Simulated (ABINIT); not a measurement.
# Quasiparticle gap of Na2H6Pt (Fm-3m) in ABINIT

Wanted: ground state, empty states, screening and self-energy for Na2H6Pt (Fm-3m).

Program: ABINIT 10.8.3. Level of theory: LDA and many-body steps on it, plane waves. Results are calculated unless marked as measured.

This is a report of a sequence of runs, with most program output left out.

## Step 1: The structure

The structure is cubic, space group Fm-3m (No. 225). Conventional cell: a = 7.259 Å, b = 7.259 Å, c = 7.259 Å, α = 90.00°, β = 90.00°, γ = 90.00°. Na has 12 H at 2.57 Å nearest. Nearest to H lie 1 Pt at 1.64 Å and 4 H at 2.32 Å and 4 Na at 2.57 Å. Nearest to Pt lie 6 H at 1.64 Å. Farther neighbours are not listed.

The cell and positions are those that the Materials Project relaxed with its own functionals (PBE, PBE+U or r2SCAN), kept fixed. Spin-orbit coupling is left out unless a step names it.

## Step 2: Ground state

This step: ABINIT 10.8.3; DFT, LDA, plane waves, norm-conserving pseudopotentials.

The ground-state density comes first.

run.abi reads:

```
acell 3*1.0 Angstrom
rprim 
  0.000000000000 3.629315950000 3.629315950000
  3.629315950000 0.000000000000 3.629315950000
  3.629315950000 3.629315950000 0.000000000000
ntypat 3
znucl 11 1 78
natom 9
typat 1 1 2 2 2 2 2 2 3
xred 
  0.750000000000 0.750000000000 0.750000000000
  0.250000000000 0.250000000000 0.250000000000
  0.774464350000 0.774464350000 0.225535650000
  0.225535650000 0.774464350000 0.225535650000
  0.774464350000 0.225535650000 0.225535650000
  0.225535650000 0.225535650000 0.774464350000
  0.774464350000 0.225535650000 0.774464350000
  0.225535650000 0.774464350000 0.774464350000
  0.000000000000 0.000000000000 0.000000000000
pp_dirpath "pseudos"
pseudos "Na.upf, H.upf, Pt.upf"
ecut 38
ngkpt 6 6 6
nshiftk 1
shiftk 0 0 0
kptopt 1
chksymbreak 0
nband 29
occopt 1
tolvrs 1e-10
nstep 60
prtwf 0
optforces 0
optstress 0
indata_prefix "in"
outdata_prefix "out"
tmpdata_prefix "tmp"
```

The run is started by

```bash
$ OMP_NUM_THREADS=1 mpirun -n 4 abinit run.abi > log
```

Run time: 46 s. Hardware: 4 MPI ranks of Arm Neoverse V1, shared host; peak memory 0.43 GiB; 3.1 min of CPU time.

This step gave:

```yaml
total_energy: -6135.9048 eV
gap: 3.300 eV
k_of_the_valence_top: -0.1667, 0.1667, 0
k_of_the_conduction_bottom: 0.5, 0.5, 0
least_direct_gap: 4.115 eV
```

The gap is indirect, with the least direct gap 0.81 eV higher.

## Step 3: Bands along the symmetry lines

Levels along a band path, at the cheap level, show where the edges lie and whether the meshes to come will hold them.

Edit run.abi of step 2 so:

```diff
@@ -22,14 +22,40 @@
 ecut 38
-ngkpt 6 6 6
-nshiftk 1
-shiftk 0 0 0
-kptopt 1
-chksymbreak 0
-nband 29
-occopt 1
-tolvrs 1e-10
-nstep 60
+iscf -2
+irdden 1
+kptopt 0
+nkpt 26
+kpt 
+  0.00000000 0.00000000 0.00000000
+  0.12500000 0.00000000 0.12500000
+  0.25000000 0.00000000 0.25000000
+  0.37500000 0.00000000 0.37500000
+  0.50000000 0.00000000 0.50000000
+  0.53125000 0.06250000 0.53125000
+  0.56250000 0.12500000 0.56250000
+  0.59375000 0.18750000 0.59375000
+  0.62500000 0.25000000 0.62500000
+  0.37500000 0.37500000 0.75000000
+  0.28125000 0.28125000 0.56250000
+  0.18750000 0.18750000 0.37500000
+  0.09375000 0.09375000 0.18750000
+  0.00000000 0.00000000 0.00000000
+  0.12500000 0.12500000 0.12500000
+  0.25000000 0.25000000 0.25000000
+  0.37500000 0.37500000 0.37500000
+  0.50000000 0.50000000 0.50000000
+  0.50000000 0.43750000 0.56250000
+  0.50000000 0.37500000 0.62500000
+  0.50000000 0.31250000 0.68750000
+  0.50000000 0.25000000 0.75000000
+  0.50000000 0.18750000 0.68750000
+  0.50000000 0.12500000 0.62500000
+  0.50000000 0.06250000 0.56250000
+  0.50000000 0.00000000 0.50000000
+istwfk *1
+nband 28
+nbdbuf 2
+tolwfr 1e-08
+nstep 40
 prtwf 0
-optforces 0
-optstress 0
+prtvol 0
 indata_prefix "in"
```

Wall time 34 s (4 MPI ranks); peak memory 0.38 GiB; 2.3 min of CPU time.

Numbers from this step:

```
gap                        : 3.283 eV
k of the valence top       : 0.1875, 0.1875, 0.375
k of the conduction bottom : 0.5, 0, 0.5
least direct gap           : 4.115 eV
```

The gap is 3.283 eV, −0.017 eV from the run before at this level.

The electronic bands at the labelled points (eV, zero at the top of the highest filled band):

```tsv
point	band 18	band 19	band 20	band 21	band 22	band 23	band 24	band 25
Γ	-1.52	-0.25	-0.25	-0.25	5.58	7.25	7.25	8.20
halfway	-1.47	-0.95	-0.51	-0.51	4.61	7.17	7.33	7.53
X	-1.34	-1.34	-0.83	-0.83	3.28	6.65	7.97	8.60
halfway	-1.35	-1.30	-0.98	-0.75	3.52	6.79	7.52	8.49
U	-1.36	-1.25	-1.17	-0.53	4.05	6.71	7.20	8.23
jump to K	-1.36	-1.25	-1.17	-0.53	4.05	6.71	7.20	8.23
halfway	-1.46	-1.35	-0.57	0.00	5.67	5.89	7.02	7.64
Γ	-1.52	-0.25	-0.25	-0.25	5.58	7.25	7.25	8.20
halfway	-1.48	-1.23	-0.15	-0.15	6.17	6.17	6.49	7.61
L	-1.43	-1.43	-0.06	-0.06	5.60	5.60	6.62	6.95
halfway	-1.41	-1.40	-0.63	-0.31	4.82	5.87	7.38	7.83
W	-1.34	-1.09	-1.09	-0.96	4.48	6.06	7.63	7.63
halfway	-1.34	-1.27	-0.91	-0.90	3.75	6.92	7.09	8.35
X	-1.34	-1.34	-0.83	-0.83	3.28	6.65	7.97	8.60
```

## Step 4: Empty states on the mesh, 2×2×2 mesh, 66 bands

The sums over transitions need many empty states on a uniform mesh; this step solves for them.

run.abi reads:

```
acell 3*1.0 Angstrom
rprim 
  0.000000000000 3.629315950000 3.629315950000
  3.629315950000 0.000000000000 3.629315950000
  3.629315950000 3.629315950000 0.000000000000
ntypat 3
znucl 11 1 78
natom 9
typat 1 1 2 2 2 2 2 2 3
xred 
  0.750000000000 0.750000000000 0.750000000000
  0.250000000000 0.250000000000 0.250000000000
  0.774464350000 0.774464350000 0.225535650000
  0.225535650000 0.774464350000 0.225535650000
  0.774464350000 0.225535650000 0.225535650000
  0.225535650000 0.225535650000 0.774464350000
  0.774464350000 0.225535650000 0.774464350000
  0.225535650000 0.774464350000 0.774464350000
  0.000000000000 0.000000000000 0.000000000000
pp_dirpath "pseudos"
pseudos "Na.upf, H.upf, Pt.upf"
ecut 38
ngkpt 2 2 2
nshiftk 1
shiftk 0 0 0
kptopt 1
chksymbreak 0
iscf -2
irdden 1
istwfk *1
nband 66
nbdbuf 6
tolwfr 1e-09
nstep 60
prtvol 0
indata_prefix "in"
outdata_prefix "out"
tmpdata_prefix "tmp"
```

The job ended after 16 s (4 MPI ranks; peak memory 0.32 GiB; 64 s of CPU time).

This step gave:

```
gap                                                           : 3.341 eV
k of the valence top                                          : 0.5, 0, 0
k of the conduction bottom                                    : 0.5, 0.5, 0
least direct gap                                              : 4.115 eV
k points computed                                             : 3
lowest point of the top converged band, above the valence top : 29.49 eV
```

On this mesh the gap is 3.341 eV. The earlier step found 3.300 eV, so this mesh misses an edge.

## Step 5: Screening, 2×2×2 mesh, 60 bands, screening to 87.1 eV

The RPA dielectric matrix is built and inverted for each q.

This step: RPA screening on LDA, plane waves, norm-conserving pseudopotentials.

Edit run.abi of step 4 so:

```diff
@@ -27,10 +27,11 @@
 chksymbreak 0
-iscf -2
-irdden 1
 istwfk *1
-nband 66
-nbdbuf 6
-tolwfr 1e-09
-nstep 60
-prtvol 0
+occopt 1
+irdwfk 1
+optdriver 3
+nband 60
+ecuteps 3.2
+inclvkb 2
+awtr 1
+symchi 1
 indata_prefix "in"
```

Elapsed: 7.7 s, on 4 MPI ranks; peak memory 1.2 GiB.

This step gave:

| Item | Value |
| --- | --- |
| ε∞ with local fields, on this mesh, along the program's q direction | 4.100 |
| the same without local fields | 5.068 |
| plasma frequency | 24.61 eV |
| plane waves in the screening matrix | 169 |

Local fields lower ε∞ by 19 %. On a Γ-centred mesh this coarse the value itself is usually too large, while a short band sum pulls it down.

## Step 6: Self-energy, 2×2×2 mesh, 60 bands, screening to 87.1 eV

The self-energy is evaluated for the states that the input lists, and the levels follow from it, in one-shot runs by the linearised quasiparticle equation.

This step: G0W0 on LDA, plane waves, norm-conserving pseudopotentials.

Edit run.abi of step 5 so:

```diff
@@ -30,8 +30,19 @@
 irdwfk 1
-optdriver 3
+optdriver 4
 nband 60
+gwcalctyp 0
+ecutsigx 38
+symsigma 1
+nkptgw 3
+kptgw 
+  0.5000000000 0.0000000000 0.0000000000
+  0.5000000000 0.5000000000 0.0000000000
+  0.0000000000 0.0000000000 0.0000000000
+bdgw 
+  20 23
+  20 23
+  19 24
 ecuteps 3.2
-inclvkb 2
-awtr 1
-symchi 1
+irdscr 1
+ppmodel 1
 indata_prefix "in"
```

It took 5.5 s on 4 MPI ranks; peak memory 0.84 GiB.

Numbers from this step:

```yaml
g0w0_gap_on_the_points_computed: 5.465 eV
starting_gap_on_the_mesh: 3.341 eV
k_of_the_valence_top: 0.5, 0, 0
k_of_the_conduction_bottom: 0.5, 0.5, 0
z_at_the_valence_top: 0.817
z_at_the_conduction_bottom: 0.837
least_direct_g0w0_gap_on_the_computed_points: 6.337 eV
```

The gap on the mesh goes from 3.34 eV to 5.46 eV, a correction of +2.12 eV. The start differs from the 3.30 eV found before because the two sample other k points.

Limits: finite bands, cutoff and mesh; no spin polarisation; d states lean on the start; no spin-orbit coupling; coarse k mesh. v1 is the top filled band, c1 the lowest empty one. The levels before and after the correction (eV, zero at the valence-band top of each column):

```tsv
	conduction bottom	valence top
Kohn-Sham	3.34	0.00
G0W0	5.46	0.00
```

```tsv
	level	energy (eV)
Kohn-Sham	(0.5 0 0) v2-v1	0.000
Kohn-Sham	(0.5 0 0) c1-c2	5.659
Kohn-Sham	(0.5 0.5 0) v2-v1	-0.774
Kohn-Sham	(0.5 0.5 0) c1	3.341
Kohn-Sham	(0.5 0.5 0) c2	6.704
G0W0	(0.5 0 0) v2-v1	0.000
G0W0	(0.5 0 0) c1-c2	7.996
G0W0	(0.5 0.5 0) v2-v1	-0.872
G0W0	(0.5 0.5 0) c1	5.465
G0W0	(0.5 0.5 0) c2	8.927
```

## Step 7: Where the time went

Times are wall times on 4 MPI ranks of Arm Neoverse V1, shared host, good to a factor of about two.

```tsv
step	time	share	memory (GiB)
ground state	46 s	42 %	0.43
bands along the symmetry lines	34 s	31 %	0.38
empty states on the mesh	16 s	15 %	0.32
screening	7.7 s	7 %	1.2
self-energy	5.5 s	5 %	0.84
```

## Step 8: Summary of results

| Item | Value |
| --- | --- |
| LDA gap | 3.28 eV, indirect |
| G0W0 gap on the mesh | 5.46 eV |
| G0W0 gap over the zone (rigid shift) | 5.41 eV |
| GW settings | 2×2×2 mesh, 60 bands, screening to 87.1 eV, Godby-Needs plasmon pole |
| known limits | not at the basis limit; no spin polarisation; d states lean on the start; no spin-orbit coupling; coarse k mesh |

**Reading.** G0W0 moves the gap on the mesh from 3.34 eV to 5.46 eV (+2.12 eV), with Z of 0.82 and 0.84 at the edges. The mesh misses the band edges by 0.06 eV in all; a rigid shift gives 5.41 eV for the zone. Local fields lower the RPA ε∞ on this mesh from 5.07 to 4.10; a Γ-centred mesh this coarse tends to raise both, most where the direct gap is narrow, while a short band sum lowers them. Bands and cutoff are finite, so the gap is not at the basis limit. The miss can reach some tenths of an eV and take either sign; the mesh is an error of its own. A denser mesh or path gives a starting gap of 3.28 eV: the GW mesh misses a band edge, so its gaps are not the fundamental one. The 2×2×2 mesh is coarse for this cell, which bears on the long-range parts of exchange and screening. The runs have no spin polarisation. For a closed low-spin shell that is the natural state; where a d or f shell is open it is a constraint, and the gap is then not the crystal's own. With d states at the gap, one-shot GW leans hard on its start. The many-body steps are scalar-relativistic: spin-orbit coupling is not in them.

[Paths, hosts, dates, memory and timing lines, banners, echoed tables and standing remarks are left out of the program output.]

[Logs are printed without paths, hosts, clocks, repeated set-up lines and the standing remarks that a program may print on its own settings, such as how far it seeks lower states.]

[Runs of the session that timed out or met a known fault of the program may be left out.]

[Hosts, paths, dates, database ids (printed as entryN), source tags and the programs' standing remarks are cut or masked in the printed files.]

[G0W0 gaps are taken among the corrected bands and points alone; a level outside them can change the order at an edge.]

[Where Ansatz stands beside ABINIT at settings called matched, ABINIT's density can come from a denser mesh and the files from another edition; pairs whose starting gaps differed by over 0.03 eV were left out, so agreement reads better than it is.]
